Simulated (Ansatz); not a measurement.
**NaB in C2/c, a phase reached by a soft mode: a soft mode frozen in**

Wanted: the energy along a soft mode of NaB in C2/c, a phase reached by a soft mode and the structure at the end.

Calculated with Ansatz 0.2.0; DFT PBEsol, scalar-relativistic, plane waves, PAW; PAW set soft_1.

### 1. Starting point

Symmetry: C2/c, No. 15, monoclinic system. Conventional cell: a = 10.167 Å, b = 7.997 Å, c = 3.276 Å, α = 90.00°, β = 108.48°, γ = 90.00°. Nearest to Na lie 4 B at 2.77 to 3.23 Å and 8 Na at 2.93 to 3.28 Å. Nearest to B lie 8 B at 1.64 to 3.28 Å and 4 Na at 2.77 to 3.23 Å. Farther neighbours are not listed.

### 2. Modes at Γ

This phase was reached earlier by freezing in an unstable mode of a structure of higher symmetry and relaxing. Its zone-centre modes can show that it is still unstable.

The input, input.yaml:

```yaml
crystal:
  lattice:
    - [5.0833884246, -3.9986896434, 3.03444e-05]
    - [5.0833884246, 3.9986896434, 3.03444e-05]
    - [-1.0386942166, 0.0, 3.1073769773]
  atoms:
    - { symbol: Na, position: [0.4715610996, 0.8108014638, 0.1497604904] }
    - { symbol: Na, position: [0.8108014638, 0.4715610996, 0.6497604904] }
    - { symbol: Na, position: [0.1891985362, 0.5284389004, 0.3502395096] }
    - { symbol: Na, position: [0.5284389004, 0.1891985362, 0.8502395096] }
    - { symbol: B, position: [0.0914271227, 0.0782203518, 0.7081384621] }
    - { symbol: B, position: [0.0782203518, 0.0914271227, 0.2081384621] }
    - { symbol: B, position: [0.9217796482, 0.9085728773, 0.7918615379] }
    - { symbol: B, position: [0.9085728773, 0.9217796482, 0.2918615379] }
kpoints:
  mp_grid: { grid: [6, 6, 12] }
hamiltonian:
  xc: pbesol
  pseudopotentials: { kind: paw, azcp: { folder: soft_1 }, xc_functional: pbe }
scf:
  occupations: { method: methfessel_paxton, width: 0.2 }
output:
  eigenvalues: true
phonons:
  method: dfpt
```

Command:

```console
$ ansatz run input.yaml --threads 4 --pin off --max-ram 10240MiB --backend cpu --events-out ev --progress --plain --runs-dir out
```

Numbers of over 12 decimals in the logs are rounded to 6 here.

Output:

```text
Engine: ansatz 0.2.0, aarch64-unknown-linux-gnu
Pseudopotentials: kind: paw
Pseudopotential: Na, paw, valence charge 9, recommended cutoff 420 eV (normal), soft_1/Na.paw.azcp
Pseudopotential: B, paw, valence charge 3, recommended cutoff 420 eV (normal), soft_1/B.paw.azcp
Functional definition: PBEsol
  exchange = pbesol_x
  correlation = pbesol_c
Crystal: 8 atoms, lattice volume = 126.327 Å³
Basis set: ecut = 420 eV, 2489 PW (Γ), exchange–correlation on 90×90×48 points (8 copies of the dense FFT grid, shifted against one another)
Bands: 32, of which v1, the nominal top of the filled ones, is band 24 counted from 1 (23 counted from 0)
Symmetry: 4 space group operations
k-points: 220 of 432 (irreducible under 1 space group operation, time reversal used)
Non-local potential: Na, projectors of the file, l = 0: 3, l = 1: 2, l = 2: 1
Non-local potential: B, projectors of the file, l = 0: 2, l = 1: 2, l = 2: 1
PAW form: soft (Blöchl's): semilocal exchange-correlation on the pseudo side does not see the compensation charge
PAW frozen core: Na, regenerated for the run's functional, and the local potential with it (the file was generated under x = pbe(κ = 0.804, μ = 0.219515), c = pbe(β = 0.066725))
PAW frozen core: B, regenerated for the run's functional, and the local potential with it (the file was generated under x = pbe(κ = 0.804, μ = 0.219515), c = pbe(β = 0.066725))
PAW one-centre angular grid: Na, 110 points (default); XC on 64 Gauss nodes
PAW one-centre angular grid: B, 110 points (default); XC on 64 Gauss nodes
Initial density: superposition of atomic densities (chi_scale 0.1, normalization cell, long waves kept (reshape's long-wave potential 0.22 eV rms))
Initial wavefunctions: pseudopotential atomic-orbital guess
Functional: x = pbesol(κ = 0.804, μ = 0.123457), c = pbesol(β = 0.046)
SCF iter   1: F=—  HF=-6513.118497 eV  |F-HF|=—  |Δ(HF+E_count)|=         —  Δρ=4.04e-2  dr2=2.57e0  ethr=3.10e-3  ⟨swp⟩=6.2  Hψ=29962  notcnv=0
preconditioner: auto → Kerker (q_TF=auto, 2.322 Å⁻¹)  [metal: Δε(μ)=0.027 eV  Ē_g=8.174 eV  σ=0.200 eV  W_gap=0.11  n_scr=24 (ndim 8)  ℏωp=12.6 eV  f_vac=0.000  D(μ)=1.24/eV (n_scr^D=6)]
SCF iter   2: F=—  HF=-6512.608126 eV  |F-HF|=—  |Δ(HF+E_count)|=   5.10e-1  S|Δr|=    0.00e0  Δρ=2.32e-2  dr2=9.47e-1  ethr=3.10e-3  ⟨swp⟩=1.9  Hψ=9232  notcnv=0  defer=260
SCF iter   3: F=—  HF=-6512.314108 eV  |F-HF|=—  |Δ(HF+E_count)|=   2.94e-1  S|Δr|=    0.00e0  Δρ=3.78e-3  dr2=4.88e-2  ethr=1.97e-3  ⟨swp⟩=2.2  Hψ=9753  notcnv=0  defer=261
SCF iter   4: F=—  HF=-6512.306768 eV  |F-HF|=—  |Δ(HF+E_count)|=   7.34e-3  S|Δr|=    0.00e0  Δρ=1.98e-3  dr2=1.20e-2  ethr=1.02e-4  ⟨swp⟩=1.1  Hψ=8851  notcnv=0  defer=426
SCF iter   5: F=—  HF=-6512.303834 eV  |F-HF|=—  |Δ(HF+E_count)|=   2.93e-3  S|Δr|=    0.00e0  Δρ=4.39e-4  dr2=3.41e-4  ethr=2.50e-5  ⟨swp⟩=2.9  Hψ=11268  notcnv=0  defer=426
SCF iter   6: F=—  HF=-6512.303769 eV  |F-HF|=—  |Δ(HF+E_count)|=   6.44e-5  S|Δr|=    0.00e0  Δρ=1.10e-4  dr2=3.04e-5  ethr=7.10e-7  ⟨swp⟩=3.0  Hψ=12331  notcnv=0  defer=426
SCF iter   7: F=—  HF=-6512.303768 eV  |F-HF|=—  |Δ(HF+E_count)|=   1.30e-6  S|Δr|=    0.00e0  Δρ=3.33e-5  dr2=2.58e-6  ethr=6.33e-8  ⟨swp⟩=2.9  Hψ=10944  notcnv=0  defer=426
SCF iter   8: F=—  HF=-6512.303768 eV  |F-HF|=—  |Δ(HF+E_count)|=   2.39e-7  S|Δr|=    0.00e0  Δρ=7.81e-6  dr2=1.44e-7  ethr=5.38e-9  ⟨swp⟩=3.0  Hψ=11205  notcnv=0  defer=426
SCF iter   9: F=—  HF=-6512.303768 eV  |F-HF|=—  |Δ(HF+E_count)|=   1.47e-8  S|Δr|=    0.00e0  Δρ=1.78e-6  dr2=1.18e-8  ethr=3.01e-10  ⟨swp⟩=1.9  Hψ=7227  notcnv=0  defer=426
SCF iter  10: F=—  HF=-6512.303768 eV  |F-HF|=—  |Δ(HF+E_count)|=   2.27e-9  S|Δr|=    0.00e0  Δρ=5.41e-7  dr2=8.31e-10  ethr=2.45e-11  ⟨swp⟩=2.1  Hψ=8157  notcnv=0  defer=426
SCF iter  11: F=—  HF=-6512.303768 eV  |F-HF|=—  |Δ(HF+E_count)|=  3.37e-11  S|Δr|=    0.00e0  Δρ=1.36e-7  dr2=5.19e-11  ethr=1.73e-12  ⟨swp⟩=2.6  Hψ=9815  notcnv=0  defer=426
SCF iter  12: F=-6512.303768 eV  HF=-6512.303768 eV  |F-HF|=9.09e-13  |Δ(HF+E_count)|=  4.55e-12  S|Δr|=    0.00e0  Δρ=5.43e-8  dr2=5.53e-12  ethr=1.00e-12  ⟨swp⟩=13.5  Hψ=41319  notcnv=0
SCF 1 converged in 12 iterations: F = -6512.303768 eV  dr2 = 5.53e-12
  greatest PAW one-centre occupation: 0.999 electrons in one spin orbital (limit 2), on the Na atom at site 3 (counted from 0), in its partial waves of l = 0
DFPT response loops at Γ: preconditioner auto → Kerker (q_TF=auto, 2.322 Å⁻¹) (partly filled bands, converged f_vac=0.000); β = 1.00, the filter's whole step (`scf.mixing.beta` (0.50) is not read by the response loops under this deck's `scf.mixing.preconditioner`; to damp them name `kerker` or `kerker_dos`, under which they read `scf.mixing.beta`, and type it under 1.00, their step now; both keys bind the ground state too); Broyden in place of MSR1
SCF converged after 12 iterations
Stability not checked: this state was not tested for a lower state beside it, because cold or Methfessel-Paxton smearing, or corrected tetrahedra, fill the levels in a way that the test cannot read (fill_not_monotonic; see scf.lower_state_search)
Free energy (F): -6512.303768 eV
Harris-Foulkes:  -6512.303768 eV  (|F-HF|=9.09e-13)
Internal energy: -6512.307841 eV  (E = F + TS)
E sigma→0 (E₀):  -6512.304786 eV
Entropy (-TS):   0.004073 eV (0.509 meV/atom)
Fermi energy:    5.275510 eV
--- Per-component energies (eV) ---
  E_band       = -856.232972
  E_kinetic    = 645.919389
  E_local      = -5923.305096  (includes V_loc(G=0)·N_el)
  E_nonlocal   = 1148.701156
  E_hartree    = 2006.562817
  E_xc         = -273.192099
  E_vxc        = -338.688180  (∫ρ·V_xc dr)
  E_paw        = -1434.519494  (= ΣΔE_a)
  E_vpaw       = -401.986035  (= ΣTr[D̂ρ^β])
  E_aug_tail   = 0.000100  (compensation charges beyond the density's cutoff)
  E_ewald      = -2682.752232
  E_core_change = 0.277619  (= ΣΔE_core)
  E_smearing   = 0.004073  (= −TS)
  E_closure    = 0.000000  (closes the sum)
  Σ components = -6512.303768   (vs F -6512.303768, Δ=0.00e0)
--- Band table (eV; the first three rows and the last of 220) ---
  k-point 0: bands = [... 20 lower, 0.0394, 0.0530, 3.0160, 3.4087, 6.1274, 7.3632, 8.1664, 8.9755, ... 4 higher]
  k-point 1: bands = [... 20 lower, 0.1646, 0.7457, 3.1264, 3.4732, 6.2555, 7.4521, 8.2364, 9.0170, ... 4 higher]
  k-point 2: bands = [... 20 lower, 0.4951, 1.1365, 3.4549, 3.6736, 6.6139, 7.7064, 8.2864, 8.8210, ... 4 higher]
  k-point 219: bands = [... 20 lower, 3.0026, 3.0026, 3.7756, 3.7756, 6.0208, 6.0208, 6.9784, 6.9784, ... 4 higher]
--- Phonons (Γ-DFPT): 6 representative perturbations + reference, on 220 of 432 k-points (Σ response iterations 18) ---
  k mesh reduced under 1 symmetry operation, with k and −k counted as one. Each operation leaves every solved perturbation unchanged. A smaller set is not used because it would not reduce the number of displacements times k-points to solve
  ASR residual: 5.389e-5 → 0.000e0 eV/Å²; symmetrization residual: 1.581e-6 eV/Å²
  ASR residual per site (eV/Å²): 5.39e-5 5.39e-5 5.39e-5 5.39e-5 9.63e-6 9.63e-6 9.63e-6 9.63e-6
  Γ frequencies (cm⁻¹): -93.18 0.00 0.00 0.00 17.87 81.38 100.90 107.69 113.74 140.52 155.64 177.09 177.55 198.69 213.15 237.31 325.94 329.94 462.44 462.97 564.83 571.29 1176.30 1178.23
  non-analytic LO–TO correction: not included (Born effective charges unavailable; polar crystals: no LO–TO splitting at Γ)
```

The job ended after 2.4 min (4 threads of Arm Neoverse V2, shared host; peak memory 2.6 GiB).

This step gave:

| Property | Result |
| --- | --- |
| volume per atom | 15.79 Å³ |
| gap on the k-mesh | 0 eV |
| sum-rule residual before enforcement | 5.39e-5 eV/Å² |
| point group | 2/m |
| highest optical mode at the zone centre (no LO-TO term) | 1178 cm⁻¹ |
| lowest optical zone-centre mode | -93.18 cm⁻¹ |

Patterns of degenerate modes are one choice out of their space. Modes at Γ, with each element's share of the kinetic energy (negative means imaginary):

| mode | frequency (cm⁻¹) | symmetry | Na % | B % |
| --- | --- | --- | --- | --- |
| 1 | -93.2 | Bg | 83 | 17 |
| 2 | 0.0 | acoustic | 68 | 32 |
| 3 | 0.0 | acoustic | 68 | 32 |
| 4 | 0.0 | acoustic | 68 | 32 |
| 5 | 17.9 | Bu | 32 | 68 |
| 6 | 81.4 | Bu | 32 | 68 |
| 7 | 100.9 | Au | 100 | 0 |
| 8 | 107.7 | Ag | 98 | 2 |
| 9 | 113.7 | Bg | 100 | 0 |
| 10 | 140.5 | Au | 100 | 0 |
| 11 | 155.6 | Ag | 97 | 3 |
| 12 | 177.1 | Bg | 96 | 4 |
| 13 | 177.6 | Bu | 98 | 2 |
| 14 | 198.7 | Au | 32 | 68 |
| 15 | 213.2 | Bg | 21 | 79 |
| 16 | 237.3 | Ag | 98 | 2 |
| 17 | 325.9 | Bu | 2 | 98 |
| 18 | 329.9 | Ag | 7 | 93 |
| 19 | 462.4 | Au | 0 | 100 |
| 20 | 463.0 | Bg | 0 | 100 |
| 21 | 564.8 | Ag | 0 | 100 |
| 22 | 571.3 | Ag | 0 | 100 |
| 23 | 1176.3 | Au | 0 | 100 |
| 24 | 1178.2 | Bg | 0 | 100 |

Displacements in mode 1 (-93.2 cm⁻¹), the largest set to 1:
```
Na1 -0.78  1.00 -0.23
Na2  0.78  1.00  0.23
Na3 -0.78 -1.00 -0.23
Na4  0.78 -1.00  0.23
B5   0.10  0.84  0.04
B6  -0.10  0.84 -0.04
B7   0.10 -0.84  0.04
B8  -0.10 -0.84 -0.04
```

Displacements in mode 5 (17.9 cm⁻¹), the largest set to 1:
```
Na1  0.13 -0.05 -0.47
Na2  0.13  0.05 -0.47
Na3  0.13  0.05 -0.47
Na4  0.13 -0.05 -0.47
B5  -0.28  0.13  1.00
B6  -0.28 -0.13  1.00
B7  -0.28 -0.13  1.00
B8  -0.28  0.13  1.00
```

Before it was imposed, the acoustic sum rule was missed by 5.4e-5 eV/Å². Small misses are needed for a sound result but don't prove that mesh and cutoff are converged. The lowest optical mode is imaginary, 93.2i cm⁻¹, so the energy falls along it.

### 3. The mode frozen in, largest atomic shift 0 Å

The mode followed lies at Γ with frequency 93.2i cm⁻¹, the softest among the wavevectors solved. At small amplitude the distorted cell has space group no. 2 by a symmetry search on the positions. The undistorted cell that holds it gives the zero of energy on the same k mesh.

Edit input.yaml of step 2 so:

```diff
@@ -22,4 +22,4 @@
 output:
+  forces: true
+  stress: true
   eigenvalues: true
-phonons:
-  method: dfpt
```

Output:

```text
[...]
Crystal: 8 atoms, lattice volume = 126.327 Å³
Basis set: ecut = 420 eV, 2489 PW (Γ), exchange–correlation on 90×90×48 points (8 copies of the dense FFT grid, shifted against one another)
Bands: 32, of which v1, the nominal top of the filled ones, is band 24 counted from 1 (23 counted from 0)
Symmetry: 4 space group operations
[...]
k-points: 131 of 432
[...]
k-point 0: bands = [... 20 lower, 0.0394, 0.0530, 3.0160, 3.4087, 6.1274, 7.3632, 8.1664, 8.9754, ... 4 higher]
  k-point 1: bands = [... 20 lower, 0.1645, 0.7456, 3.1263, 3.4732, 6.2554, 7.4521, 8.2364, 9.0170, ... 4 higher]
  k-point 2: bands = [... 20 lower, 0.4951, 1.1365, 3.4549, 3.6736, 6.6139, 7.7064, 8.2864, 8.8210, ... 4 higher]
  k-point 130: bands = [... 20 lower, 3.0026, 3.0026, 3.7755, 3.7755, 6.0208, 6.0208, 6.9784, 6.9784, ... 4 higher]
[key lines of the parts left out:]
SCF converged after 9 iterations
Free energy (F): -6512.303768 eV
Fermi energy:    5.275506 eV
P = ⅓ Tr σ = 0.0022 GPa (0.022 kbar)
```

Run time: 7.9 s. Hardware: 4 threads; peak memory 0.65 GiB.

This step gave:

```
pressure                         : 0.002231 GPa
energy from the undistorted cell : 0 meV/atom
```

The run ends at a pressure of 0.00 GPa, with forces up to 3.8e-4 eV/Å.

### 4. The mode frozen in, largest atomic shift 0.32 Å

The atoms are moved along the unstable eigenvector, the largest shift by 0.32 Å, with the cell fixed.

input.yaml, the sections that differ from step 3:

```yaml
crystal:
  lattice:
    - [5.0833884246, -3.9986896434, 3.03444e-05]
    - [5.0833884246, 3.9986896434, 3.03444e-05]
    - [-1.0386942166, 0.0, 3.1073769773]
  atoms:
    - { symbol: Na, position: [0.5235326013, 0.8007827274, 0.1683312011] }
    - { symbol: Na, position: [0.8208202002, 0.4195895979, 0.6311897798] }
    - { symbol: Na, position: [0.1791797998, 0.5804104021, 0.3688102202] }
    - { symbol: Na, position: [0.4764673987, 0.1992172726, 0.8316687989] }
    - { symbol: B, position: [0.11481778, 0.0493310006, 0.7047844694] }
    - { symbol: B, position: [0.107109703, 0.0680364654, 0.2114924548] }
    - { symbol: B, position: [0.892890297, 0.9319635346, 0.7885075452] }
    - { symbol: B, position: [0.88518222, 0.9506689994, 0.2952155306] }
# kpoints, hamiltonian, scf, output: as in step 3
```

Output:

```text
[...]
Crystal: 8 atoms, lattice volume = 126.327 Å³
Basis set: ecut = 420 eV, 2489 PW (Γ), exchange–correlation on 90×90×48 points (8 copies of the dense FFT grid, shifted against one another)
Bands: 32, of which v1, the nominal top of the filled ones, is band 24 counted from 1 (23 counted from 0)
Symmetry: 2 space group operations
[...]
k-points: 220 of 432
[...]
k-point 0: bands = [... 20 lower, 0.1272, 0.1412, 2.9305, 3.4770, 6.1808, 7.4725, 7.6263, 8.9642, ... 4 higher]
  k-point 1: bands = [... 20 lower, 0.0615, 0.8105, 3.0406, 3.5375, 6.3100, 7.5335, 7.7408, 8.9611, ... 4 higher]
  k-point 2: bands = [... 20 lower, 0.3900, 1.1278, 3.3683, 3.7273, 6.6698, 7.7222, 8.0361, 8.5897, ... 4 higher]
  k-point 219: bands = [... 20 lower, 2.9974, 3.0948, 3.6475, 3.6821, 5.8976, 6.1928, 6.6810, 6.9903, ... 4 higher]
[key lines of the parts left out:]
SCF converged after 9 iterations
Free energy (F): -6512.406939 eV
Fermi energy:    5.249379 eV
P = ⅓ Tr σ = -0.4293 GPa (-4.293 kbar)
```

Wall time 13 s (4 threads); peak memory 0.85 GiB; 51 s of CPU time.

Numbers from this step:

* pressure: -0.4293 GPa
* energy from the undistorted cell: -12.83 meV/atom

The energy, extrapolated to zero smearing, is -12.83 meV/atom against the undistorted cell.

The run ends at a pressure of -0.43 GPa, with forces up to 0.48 eV/Å.

### 5. Energy along the mode, all amplitudes (two of the runs are shown above)

An imaginary frequency means negative curvature, so the energy should fall and then rise again as anharmonic terms take over.

This step gave:

```yaml
depth_at_the_lowest_point_sampled: 12.83 meV/atom
largest_atomic_shift_at_that_point: 0.32 Å
```

The energy from the parent by largest atomic shift:

| largest atomic shift (Å) | energy from the parent (meV/atom) |
| --- | --- |
| 0.000 | 0 |
| 0.040 | -0.344 |
| 0.080 | -1.35 |
| 0.140 | -3.88 |
| 0.220 | -8.33 |
| 0.320 | -12.8 |
| 0.450 | -8.93 |
| 0.600 | 26.4 |

Displacement at unit largest shift by atom:

| atom | x (Å) | y (Å) | z (Å) | size |
| --- | --- | --- | --- | --- |
| Na1 | 0.61 | -0.78 | 0.18 | 1.00 |
| Na2 | -0.61 | -0.78 | -0.18 | 1.00 |
| Na3 | 0.61 | 0.78 | 0.18 | 1.00 |
| Na4 | -0.61 | 0.78 | -0.18 | 1.00 |
| B5 | -0.08 | -0.65 | -0.03 | 0.66 |
| B6 | 0.08 | -0.65 | 0.03 | 0.66 |
| B7 | -0.08 | 0.65 | -0.03 | 0.66 |
| B8 | 0.08 | 0.65 | 0.03 | 0.66 |

The lowest of the steps tried is at 0.32 Å, 12.8 meV/atom below the parent; the bottom of the well need not coincide with a step.

(Continued in part 2 of 3.)

[Logs are printed without paths, hosts, clocks, repeated set-up lines and the standing remarks that a program may print on its own settings, such as how far it seeks lower states.]

[Hosts, paths, dates, database ids (printed as entryN), source tags and the programs' standing remarks are cut or masked in the printed files.]
